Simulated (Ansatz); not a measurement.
# CaCrGeH, from a guessed structure to a relaxed one

Starting from a made-up structure for CaCrGeH, the aim is the relaxed cell, its shortest contacts and, where a second run follows, its electronic structure.

Method: DFT, PBEsol, plane-wave PAW, files of the set soft_1, scalar-relativistic, ferromagnetic start, cell and ions relaxed at zero pressure; PAW set soft_1, in Ansatz 0.2.0.

### Step 1. Set-up

It takes space group P3m1 (No. 156, trigonal). Conventional cell: a = 4.071 Å, b = 4.071 Å, c = 4.650 Å, α = 90.00°, β = 90.00°, γ = 120.00°. Nearest to Ge lie 3 Cr at 2.44 Å. Cr has 1 H at 1.62 Å and 3 Ge at 2.44 Å nearest. Ca has 3 H at 2.38 Å nearest. Nearest to H lie 1 Cr at 1.62 Å and 3 Ca at 2.38 Å. Farther neighbours are not listed.

### Step 2. Relaxing cell and atoms

The guess takes its coordinates from another compound and its volume from a rule, so the cell and any free coordinates are relaxed together.

The input, input.yaml:

```yaml
crystal:
  lattice:
    - [4.071, 0.0, 0.0]
    - [-2.0355, 3.525589419, 0.0]
    - [0.0, 0.0, 4.65]
  atoms:
    - { symbol: Ge, position: [0.0, 0.0, 0.4328] }
    - { symbol: Cr, position: [0.333333333, 0.666666667, 0.5732], spin: 3.0 }
    - { symbol: Ca, position: [0.666666667, 0.333333333, 0.0004] }
    - { symbol: H, position: [0.333333333, 0.666666667, 0.9225] }
magnetization:
  spin_polarized: true
kpoints:
  mp_grid: { grid: [8, 8, 6] }
scf:
  occupations: { method: fermi_dirac, width: 0.05 }
hamiltonian:
  xc: pbesol
  pseudopotentials: { kind: paw, azcp: { folder: soft_1 }, xc_functional: pbe }
relax:
  f_tol: 0.015
  max_steps: 70
  cell: {}
output:
  forces: true
  stress: true
```

The run is started by

```bash
$ ansatz run input.yaml --threads 4 --pin off --max-ram 8192MiB --backend cpu --events-out ev --progress --plain --runs-dir out
```

Numbers of over 12 decimals in the logs are rounded to 6 here.

Log:

```text
Engine: ansatz 0.2.0, aarch64-unknown-linux-gnu
Pseudopotentials: kind: paw
Pseudopotential: Ge, paw, valence charge 14, recommended cutoff 420 eV (normal), soft_1/Ge.paw.azcp
Pseudopotential: Cr, paw, valence charge 14, recommended cutoff 420 eV (normal), soft_1/Cr.paw.azcp
Pseudopotential: Ca, paw, valence charge 10, recommended cutoff 420 eV (normal), soft_1/Ca.paw.azcp
Pseudopotential: H, paw, valence charge 1, recommended cutoff 420 eV (normal), soft_1/H.paw.azcp
Functional definition: PBEsol
  exchange = pbesol_x
  correlation = pbesol_c
Crystal: 4 atoms, lattice volume = 66.740 Å³
Basis set: ecut = 420 eV, 1299 PW (Γ), exchange–correlation on 60×60×64 points (8 copies of the dense FFT grid, shifted against one another)
Bands: 26, of which v1, the nominal top of the filled ones, is band 20 counted from 1 (19 counted from 0)
Symmetry: 6 space group operations
Space group: P3m1 (ITA 156), of the structure as read, at distance tolerance 4.1e-5 Å
Magnetic group: BNS 156.49 (UNI 1279), of the structure as read, at distance tolerance 4.1e-5 Å
k-points: 50 of 384 (time reversal used)
Non-local potential: Ge, projectors of the file, l = 0: 2, l = 1: 2, l = 2: 3, l = 3: 1
Non-local potential: Cr, projectors of the file, l = 0: 3, l = 1: 2, l = 2: 3, l = 3: 1
Non-local potential: Ca, projectors of the file, l = 0: 3, l = 1: 2, l = 2: 2
Non-local potential: H, projectors of the file, l = 0: 2, l = 1: 1
PAW form: soft (Blöchl's): semilocal exchange-correlation on the pseudo side does not see the compensation charge
PAW frozen core: Ge, regenerated for the run's functional, and the local potential with it (the file was generated under x = pbe(κ = 0.804, μ = 0.219515), c = pbe(β = 0.066725))
PAW frozen core: Cr, regenerated for the run's functional, and the local potential with it (the file was generated under x = pbe(κ = 0.804, μ = 0.219515), c = pbe(β = 0.066725))
PAW frozen core: Ca, regenerated for the run's functional, and the local potential with it (the file was generated under x = pbe(κ = 0.804, μ = 0.219515), c = pbe(β = 0.066725))
PAW one-centre angular grid: Ge, 590 points (default); XC on 64 Gauss nodes
PAW one-centre angular grid: Cr, 590 points (default); XC on 64 Gauss nodes
PAW one-centre angular grid: Ca, 110 points (default); XC on 64 Gauss nodes
PAW one-centre angular grid: H, 110 points (default); XC on 64 Gauss nodes
Initial density: superposition of atomic densities (chi_scale 0.1, normalization cell, long waves kept (reshape's long-wave potential 0.05 eV rms))
Starting moments: Σ|m| = 3 μB on 1 of 4 sites
Initial wavefunctions: pseudopotential atomic-orbital guess
Functional: x = pbesol(κ = 0.804, μ = 0.123457), c = pbesol(β = 0.046)
SCF iter   1: F=—  HF=-9413.690918 eV  |F-HF|=—  |Δ(HF+E_count)|=         —  Δρ=9.86e-2 (↑9.86e-2 ↓5.85e-2)  dr2=1.96e1  dr2_m=3.14e-1  M=2.914 μB ∫|m|=3.087 μB  β_m=0.30  ethr=3.10e-3  ⟨swp⟩=7.2  Hψ=12983  notcnv=0
Mixer restart at iter 1: flushing history
preconditioner: auto → Kerker (q_TF=auto, 2.495 Å⁻¹)  [metal: Δε(μ)=0.079 eV  Ē_g=16.307 eV  σ=0.050 eV  W_gap=0.37  n_scr=20 (ndim 8)  ℏωp=24.5 eV  f_vac=0.000  D(μ)=1.10/eV (n_scr^D=2)]
spin=Collinear: Kerker preconditioning applied to the charge; magnetization (m = ρ↑ − ρ↓) channel mixes plain (no charge-response kernel on spin).
SCF iter   2: F=—  HF=-9413.068120 eV  |F-HF|=—  |Δ(HF+E_count)|=   6.23e-1  Δρ=3.13e-2 (↑2.43e-2 ↓3.13e-2)  dr2=2.86e0  dr2_m=2.50e-2  M=2.905 μB ∫|m|=3.153 μB  β_m=0.36  ethr=3.10e-3  ⟨swp⟩=3.1  Hψ=6491  notcnv=0  defer=64
SCF iter   3: F=—  HF=-9412.476041 eV  |F-HF|=—  |Δ(HF+E_count)|=   5.92e-1  Δρ=1.61e-2 (↑1.55e-2 ↓1.61e-2)  dr2=4.14e-1  dr2_m=6.60e-2  M=2.929 μB ∫|m|=3.249 μB  β_m=0.68  ethr=3.10e-3  ⟨swp⟩=2.9  Hψ=4460  notcnv=0  defer=64
SCF iter   4: F=—  HF=-9412.480414 eV  |F-HF|=—  |Δ(HF+E_count)|=   4.37e-3  Δρ=1.11e-2 (↑1.11e-2 ↓2.20e-3)  dr2=1.25e-1  dr2_m=1.66e-2  M=2.974 μB ∫|m|=3.438 μB  β_m=0.80  ethr=1.06e-3  ⟨swp⟩=3.0  Hψ=5370  notcnv=0  defer=56
SCF iter   5: F=—  HF=-9412.542252 eV  |F-HF|=—  |Δ(HF+E_count)|=         —  Δρ=9.13e-3 (↑9.13e-3 ↓2.03e-3)  dr2=5.28e-2  dr2_m=1.77e-2  M=2.998 μB ∫|m|=3.558 μB  β_m=0.80  ethr=3.19e-4  ⟨swp⟩=2.4  Hψ=4754  notcnv=0  defer=56
Mixer restart at iter 5: flushing history
SCF iter   6: F=—  HF=-9412.539350 eV  |F-HF|=—  |Δ(HF+E_count)|=   2.90e-3  Δρ=3.95e-3 (↑3.95e-3 ↓1.94e-3)  dr2=1.30e-2  dr2_m=8.13e-4  M=2.995 μB ∫|m|=3.552 μB  β_m=0.69  ethr=1.35e-4  ⟨swp⟩=2.9  Hψ=5782  notcnv=0  defer=59
SCF iter   7: F=—  HF=-9412.537364 eV  |F-HF|=—  |Δ(HF+E_count)|=   1.99e-3  Δρ=1.52e-3 (↑1.52e-3 ↓5.92e-4)  dr2=2.44e-3  dr2_m=5.44e-4  M=2.997 μB ∫|m|=3.570 μB  β_m=0.76  ethr=3.33e-5  ⟨swp⟩=2.1  Hψ=5428  notcnv=0  defer=63
SCF iter   8: F=—  HF=-9412.537005 eV  |F-HF|=—  |Δ(HF+E_count)|=   3.58e-4  Δρ=4.80e-4 (↑4.80e-4 ↓4.09e-4)  dr2=5.18e-4  dr2_m=3.78e-6  M=2.998 μB ∫|m|=3.572 μB  β_m=0.80  ethr=6.26e-6  ⟨swp⟩=2.0  Hψ=3473  notcnv=0  defer=64
SCF iter   9: F=—  HF=-9412.537163 eV  |F-HF|=—  |Δ(HF+E_count)|=   1.58e-4  Δρ=1.95e-4 (↑1.87e-4 ↓1.95e-4)  dr2=1.13e-4  dr2_m=2.99e-7  M=2.998 μB ∫|m|=3.574 μB  β_m=0.79  ethr=1.33e-6  ⟨swp⟩=2.0  Hψ=4052  notcnv=0  defer=63
SCF iter  10: F=—  HF=-9412.537135 eV  |F-HF|=—  |Δ(HF+E_count)|=   2.85e-5  Δρ=1.35e-4 (↑1.35e-4 ↓4.82e-5)  dr2=1.83e-5  dr2_m=2.39e-6  M=2.998 μB ∫|m|=3.576 μB  β_m=0.90  ethr=2.89e-7  ⟨swp⟩=2.0  Hψ=4269  notcnv=0  defer=63
SCF iter  11: F=—  HF=-9412.537127 eV  |F-HF|=—  |Δ(HF+E_count)|=   8.05e-6  Δρ=6.66e-5 (↑6.66e-5 ↓2.36e-5)  dr2=6.84e-6  dr2_m=3.92e-7  M=2.998 μB ∫|m|=3.576 μB  β_m=0.95  ethr=4.69e-8  ⟨swp⟩=2.0  Hψ=2966  notcnv=0  defer=63
SCF iter  12: F=—  HF=-9412.537127 eV  |F-HF|=—  |Δ(HF+E_count)|=   3.52e-7  Δρ=8.93e-6 (↑8.93e-6 ↓6.32e-6)  dr2=2.85e-7  dr2_m=2.48e-9  M=2.998 μB ∫|m|=3.576 μB  β_m=0.97  ethr=1.75e-8  ⟨swp⟩=2.0  Hψ=3028  notcnv=0  defer=63
SCF iter  13: F=—  HF=-9412.537127 eV  |F-HF|=—  |Δ(HF+E_count)|=   8.54e-9  Δρ=2.87e-6 (↑2.87e-6 ↓1.14e-6)  dr2=1.30e-8  dr2_m=1.12e-9  M=2.998 μB ∫|m|=3.575 μB  β_m=0.99  ethr=7.30e-10  ⟨swp⟩=2.0  Hψ=3199  notcnv=0  defer=63
SCF iter  14: F=-9412.537127 eV  HF=-9412.537127 eV  |F-HF|=2.45e-9  |Δ(HF+E_count)|=   1.57e-9  Δρ=9.82e-7 (↑9.82e-7 ↓6.92e-7)  dr2=3.15e-9  dr2_m=2.16e-11  M=2.998 μB ∫|m|=3.575 μB  ethr=3.33e-11  ⟨swp⟩=1.9  Hψ=6678  notcnv=0
SCF 1 converged in 14 iterations: F = -9412.537127 eV  dr2 = 3.15e-9
  greatest PAW one-centre occupation: 1.000 electrons in one spin orbital (limit 2), on the Cr atom at site 1 (counted from 0), in its partial waves of l = 0
[...]
relax step   6: F+E_penalty+E_count = -9412.82725949 eV  Δ(F+E_penalty+E_count) = -4.977e-2 eV  max|allowed force component| = 2.710e-1 eV/Å  Δτ_max = 0.1009 Å  P = +0.438 GPa  Ω = 63.214 Å³  energy of the carried Pulay correction = +8.709e-4 eV  (9 SCF iters, dr2 threshold 4.00e-7 eV, accepted)
[...]
relax step   7: F+E_penalty+E_count = -9412.82617545 eV  Δ(F+E_penalty+E_count) = +1.084e-3 eV  max|allowed force component| = 2.689e-1 eV/Å  Δτ_max = 0.1910 Å  P = +1.858 GPa  Ω = 61.157 Å³  energy of the carried Pulay correction = +1.401e-3 eV  (10 SCF iters, dr2 threshold 4.00e-7 eV, rejected (line search))
[...]
relax step   8: F+E_penalty+E_count = -9412.85170943 eV  Δ(F+E_penalty+E_count) = -2.445e-2 eV  max|allowed force component| = 6.720e-2 eV/Å  Δτ_max = 0.0966 Å  P = +0.132 GPa  Ω = 62.799 Å³  energy of the carried Pulay correction = +9.765e-4 eV  (14 SCF iters, accepted)
[...]
relax step   9: F+E_penalty+E_count = -9412.85342123 eV  Δ(F+E_penalty+E_count) = -1.712e-3 eV  max|allowed force component| = 3.585e-3 eV/Å  Δτ_max = 0.0296 Å  P = +0.002 GPa  Ω = 62.811 Å³  energy of the carried Pulay correction = +9.736e-4 eV  (7 SCF iters, dr2 threshold 2.82e-7 eV, accepted)
Basis set: ecut = 420 eV, 1207 PW (Γ), exchange–correlation on 60×60×54 points (8 copies of the dense FFT grid, shifted against one another)
Initial wavefunctions: pseudopotential atomic-orbital guess (no wavefunctions were taken with the density)
iter 1 solved again at ethr=6.68e-7 eV; its pass at ethr=3.10e-3 eV (dr2=2.60e-4 eV) is discarded
SCF iter   1: F=—  HF=-9412.853547 eV  |F-HF|=—  |Δ(HF+E_count)|=         —  Δρ=4.41e-4 (↑4.41e-4 ↓2.80e-4)  dr2=2.23e-5  dr2_m=4.87e-6  M=3.094 μB ∫|m|=3.805 μB  β_m=0.65  ethr=6.68e-7  ⟨swp⟩=2.6  Hψ=17649  notcnv=0
preconditioner: auto → none  [metal: Δε(μ)=0.071 eV  Ē_g=16.890 eV  σ=0.050 eV  W_gap=0.31  n_scr=8 (ndim 8)  ℏωp=25.2 eV  f_vac=0.000  D(μ)=1.59/eV (n_scr^D=8)]
SCF iter   2: F=—  HF=-9412.853920 eV  |F-HF|=—  |Δ(HF+E_count)|=   3.73e-4  Δρ=1.81e-4 (↑1.81e-4 ↓9.73e-5)  dr2=9.41e-6  dr2_m=1.78e-6  M=3.095 μB ∫|m|=3.806 μB  β_m=0.46  ethr=5.73e-8  ⟨swp⟩=2.1  Hψ=3377  notcnv=0
SCF iter   3: F=—  HF=-9412.853956 eV  |F-HF|=—  |Δ(HF+E_count)|=   3.54e-5  Δρ=1.11e-4 (↑1.11e-4 ↓6.84e-5)  dr2=1.21e-6  dr2_m=3.76e-7  M=3.094 μB ∫|m|=3.805 μB  β_m=0.48  ethr=2.41e-8  ⟨swp⟩=2.0  Hψ=4582  notcnv=0
SCF iter   4: F=—  HF=-9412.853977 eV  |F-HF|=—  |Δ(HF+E_count)|=   2.15e-5  Δρ=4.87e-5 (↑4.87e-5 ↓3.09e-5)  dr2=1.40e-7  dr2_m=6.89e-8  M=3.094 μB ∫|m|=3.805 μB  β_m=0.71  ethr=3.09e-9  ⟨swp⟩=1.0  Hψ=2600  notcnv=0
SCF iter   5: F=—  HF=-9412.853984 eV  |F-HF|=—  |Δ(HF+E_count)|=   6.36e-6  Δρ=1.48e-5 (↑1.48e-5 ↓1.01e-5)  dr2=7.05e-8  dr2_m=7.78e-9  M=3.094 μB ∫|m|=3.805 μB  β_m=0.70  ethr=3.60e-10  ⟨swp⟩=2.0  Hψ=4532  notcnv=0
SCF iter   6: F=—  HF=-9412.853985 eV  |F-HF|=—  |Δ(HF+E_count)|=   9.65e-7  Δρ=2.51e-6 (↑2.44e-6 ↓2.51e-6)  dr2=7.26e-9  dr2_m=9.77e-10  M=3.094 μB ∫|m|=3.805 μB  β_m=0.78  ethr=1.81e-10  ⟨swp⟩=2.0  Hψ=4486  notcnv=0
SCF iter   7: F=—  HF=-9412.853985 eV  |F-HF|=—  |Δ(HF+E_count)|=   8.28e-8  Δρ=1.25e-6 (↑1.25e-6 ↓4.37e-7)  dr2=9.99e-10  dr2_m=2.96e-10  M=3.094 μB ∫|m|=3.805 μB  β_m=0.68  ethr=1.86e-11  ⟨swp⟩=2.4  Hψ=4619  notcnv=0
SCF iter   8: F=—  HF=-9412.853981 eV  |F-HF|=—  |Δ(HF+E_count)|=   3.58e-6  Δρ=7.85e-7 (↑7.85e-7 ↓4.35e-7)  dr2=5.19e-10  dr2_m=5.91e-11  M=3.094 μB ∫|m|=3.805 μB  β_m=0.84  ethr=2.56e-12  ⟨swp⟩=2.6  Hψ=4643  notcnv=0
SCF iter   9: F=—  HF=-9412.853981 eV  |F-HF|=—  |Δ(HF+E_count)|=  7.19e-10  Δρ=3.47e-7 (↑3.47e-7 ↓1.81e-7)  dr2=1.58e-10  dr2_m=8.54e-12  M=3.094 μB ∫|m|=3.805 μB  β_m=0.92  ethr=1.33e-12  ⟨swp⟩=2.0  Hψ=3147  notcnv=0
SCF iter  10: F=—  HF=-9412.853981 eV  |F-HF|=—  |Δ(HF+E_count)|=  3.37e-10  Δρ=8.98e-8 (↑8.98e-8 ↓6.18e-8)  dr2=7.86e-12  dr2_m=8.32e-13  M=3.094 μB ∫|m|=3.805 μB  β_m=0.76  ethr=1.00e-12  ⟨swp⟩=2.0  Hψ=3286  notcnv=0
SCF iter  11: F=-9412.853981 eV  HF=-9412.853981 eV  |F-HF|=7.28e-12  |Δ(HF+E_count)|=  1.09e-11  Δρ=6.57e-8 (↑6.57e-8 ↓3.47e-8)  dr2=8.61e-12  dr2_m=1.95e-13  M=3.094 μB ∫|m|=3.805 μB  ethr=1.00e-12  ⟨swp⟩=2.1  Hψ=7444  notcnv=0
SCF 10 converged in 11 iterations: F = -9412.853981 eV  dr2 = 8.61e-12
relax step  10: F+E_penalty+E_count = -9412.85398104 eV  Δ(F+E_penalty+E_count) = -5.598e-4 eV  max|allowed force component| = 3.566e-3 eV/Å  Δτ_max = 0.0000 Å  P = +0.029 GPa  Ω = 62.811 Å³  stress off target by 4.72e-2 GPa  SCF on the basis re-selected at this cell (its energy is not comparable with the rows above)  (11 SCF iters)
basis re-selected at this cell: Δ(F+E_penalty+E_count) = -5.598e-4 eV, ΔP = +0.027 GPa vs the last step (what re-selecting the basis moved, of the pressure what is left beyond the Pulay correction that the steps carried, after the strain that the cell walked since its last selection, with what the two solves' SCF thresholds leave and, on support functions, any second-order correction that the steps lacked; it is no measure of the basis error at this ecutwfc). The dense FFT grid was sized anew with the basis: this SCF ran on 30×30×27 points, the steps before it on 30×30×32, so part of this shift can come from that change (see relax.cell in the input reference). [rest of the remark cut]
SCF converged after 11 iterations
Magnetization: 3.0943 μB (21.0471 up, 17.9529 down)
Absolute magnetization: 3.8075 μB (∫|ρ↑−ρ↓|, with the PAW one-centre terms)
Spin contamination: 0.2385 ħ² per cell (⟨S²⟩ above its minimum at these occupations)
Per-site moments (μB) at R_I (Å): [(-0.134623, 1.027324), (2.447071, 0.803149), (0.013140, 1.027324), (-0.017057, 0.803149)]
Free energy (F): -9412.853981 eV
Harris-Foulkes:  -9412.853981 eV  (|F-HF|=7.28e-12)
Internal energy: -9412.841093 eV  (E = F + TS)
E sigma→0 (E₀):  -9412.847537 eV
Entropy (-TS):   -0.012889 eV (-3.222 meV/atom)
Fermi energy:    10.169996 eV
--- Per-component energies (eV) ---
  E_band       = -490.170266
  E_kinetic    = 663.260763
  E_local      = -4493.697593  (includes V_loc(G=0)·N_el)
  E_nonlocal   = 359.394573
  E_hartree    = 2000.529013
  E_xc         = -321.308678
  E_vxc        = -381.323890  (∫ρ·V_xc dr)
  E_paw        = -4010.636483  (= ΣΔE_a)
  E_vpaw       = -638.862193  (= ΣTr[D̂ρ^β])
  E_aug_tail   = 0.000183  (compensation charges beyond the density's cutoff)
  E_ewald      = -3611.579603
  E_core_change = 1.196732  (= ΣΔE_core)
  E_smearing   = -0.012889  (= −TS)
  E_closure    = -0.000000  (closes the sum)
  Σ components = -9412.853981   (vs F -9412.853981, Δ=0.00e0)
--- Forces (eV/Å), atoms counted from 1 ---
  atom   1  Ge    -0.00000000     0.00000000    -0.00069371
  atom   2  Cr    -0.00000000     0.00000000    -0.00209949
  atom   3  Ca     0.00000000    -0.00000000    -0.00077291
  atom   4  H      0.00000000     0.00000000     0.00356615
  max |Σ_I F_I| component: 3.27e-8 eV/Å
--- Stress (GPa, compression-positive) ---
        0.047241       0.000000      -0.000000
        0.000000       0.047241       0.000000
       -0.000000       0.000000      -0.007323
  P = ⅓ Tr σ = 0.0291 GPa (0.291 kbar)
--- Relaxed structure (9 steps of the walk, 8 accepted, 1 SCFs on fresh bases) ---
  F+E_penalty+E_count = -9412.85398104 eV   max|allowed force component| = 3.566e-3 eV/Å   (the final SCF, on the basis selected at the relaxed cell)
  cell:  # Å, volume = 62.8106 Å³
    - [4.313643, 8.979601365280798e-18, -4.6178860759269637e-17]
    - [-2.156822, 3.735725, 2.3089430379634818e-17]
    - [-5.2746672199633897e-17, 0, 3.897747]
  atoms:
    - { symbol: Ge, position: [-2.147717694660319e-17, -9.251858542851205e-18, 0.482309] }
    - { symbol: Cr, position: [0.333333, 0.666667, 0.482370] }
    - { symbol: Ca, position: [0.666667, 0.333333, -0.017676] }
    - { symbol: H, position: [0.333333, 0.666667, 0.981897] }
```

It took 49 s on 4 threads of Arm Neoverse V2, shared host; peak memory 0.55 GiB.

The steps of the relaxation:

```csv
step,energy less that of the first step (eV),largest force component (eV/Å),pressure (GPa),volume (Å³)
1,0.0000,1.6693,1.37,66.74
2,-0.1122,0.4415,-1.00,69.90
3,-0.1640,0.2830,-1.33,69.62
4,-0.2044,0.3223,0.66,66.38
5,-0.2404,0.3025,1.20,64.41
6,-0.2901,0.2710,0.44,63.21
7,-0.2890,0.2689,1.86,61.16
8,-0.3146,0.0672,0.13,62.80
9,-0.3163,0.0036,0.00,62.81
10*,-0.3169,0.0036,0.03,62.81
```

Relaxation steps marked * repeat the geometry before them on a plane-wave basis chosen anew for their cell, so energy and pressure can jump there. Relaxation step 7 was tried and not accepted.

Forces are held to the 6 operations that the run works with; a distortion that breaks them can't arise in this run.

```csv
cell as run,before,after,change
a (Å),4.071,4.314,+6.0 %
b (Å),4.071,4.314,+6.0 %
c (Å),4.650,3.898,-16.2 %
volume (Å³/atom),16.68,15.70,-5.9 %
```

The atoms that moved most (Å, as changes of fractional coordinates times the final cell):

```csv
atom,dx,dy,dz,length
Cr2,0.000,0.000,-0.354,0.354
H4,0.000,0.000,0.232,0.232
Ge1,0.000,0.000,0.193,0.193
Ca3,0.000,0.000,-0.070,0.070
```

The relaxed structure:

```
Ge Cr Ca H
1.0
     4.31364    0.00000    0.00000
    -2.15682    3.73572    0.00000
     0.00000    0.00000    3.89775
Ge Cr Ca H
1 1 1 1
Direct
  0.00000 0.00000 0.48231
  0.33333 0.66667 0.48237
  0.66667 0.33333 0.98232
  0.33333 0.66667 0.98190
```

This step gave:

```
free energy             : -9412.8540 eV
energy at zero smearing : -9412.8475 eV
smearing term TS        : 0.01289 eV
Fermi energy            : 10.17 eV
magnetization           : 3.094 μB
absolute magnetization  : 3.807 μB
site moments            : -0.1346, 2.447, 0.01314, -0.01706 μB
electrons               : 39
symmetry operations     : 6
pressure                : 0.02905 GPa
```

Site moment by atom:

```csv
atom,site moment (μB)
Ge1,-0.13
Cr2,2.45
Ca3,0.01
H4,-0.02
```

Shortest distances by pair of elements, guess and relaxed (not always the same contact):

```csv
pair,guess (Å),relaxed (Å)
Cr–H,1.624,1.947
Cr–Ge,2.439,2.490
Ca–H,2.378,2.490
Ge–H,3.273,3.161
Ca–Cr,3.077,3.162
```

The relaxation ends with a largest force component of 0.0036 eV/Å and a pressure of 0.03 GPa.

### Step 3. What came out

| Item | Value |
| --- | --- |
| space group, relaxed | P-6m2 |
| conventional cell | a = 4.314, b = 4.314, c = 3.898 Å; α = 90.0°, β = 90.0°, γ = 120.0° |
| volume per atom | 15.70 Å³ (guess 16.68) |
| total moment | 3.09 μB in the cell of 4 atoms |

CaCrGeH relaxes to P-6m2 with a = 4.314, b = 4.314 and c = 3.898 Å. The guessed volume was 6 % too large. The symmetry rose from P3m1 to P-6m2, so the distortion of the structure type doesn't survive with these elements. The input starts from parallel moments, and no other start was typed. Mesh and cutoff weren't tested. A vector of the cell changed its length by 16 %, more than the volume shows. No dispersion term is used, so weakly bound directions may come out too long. Nothing here tests whether the compound is stable against decomposition.

[Logs are printed without paths, hosts, clocks, repeated set-up lines and the standing remarks that a program may print on its own settings, such as how far it seeks lower states.]

[Hosts, paths, dates, database ids (printed as entryN), source tags and the programs' standing remarks are cut or masked in the printed files.]
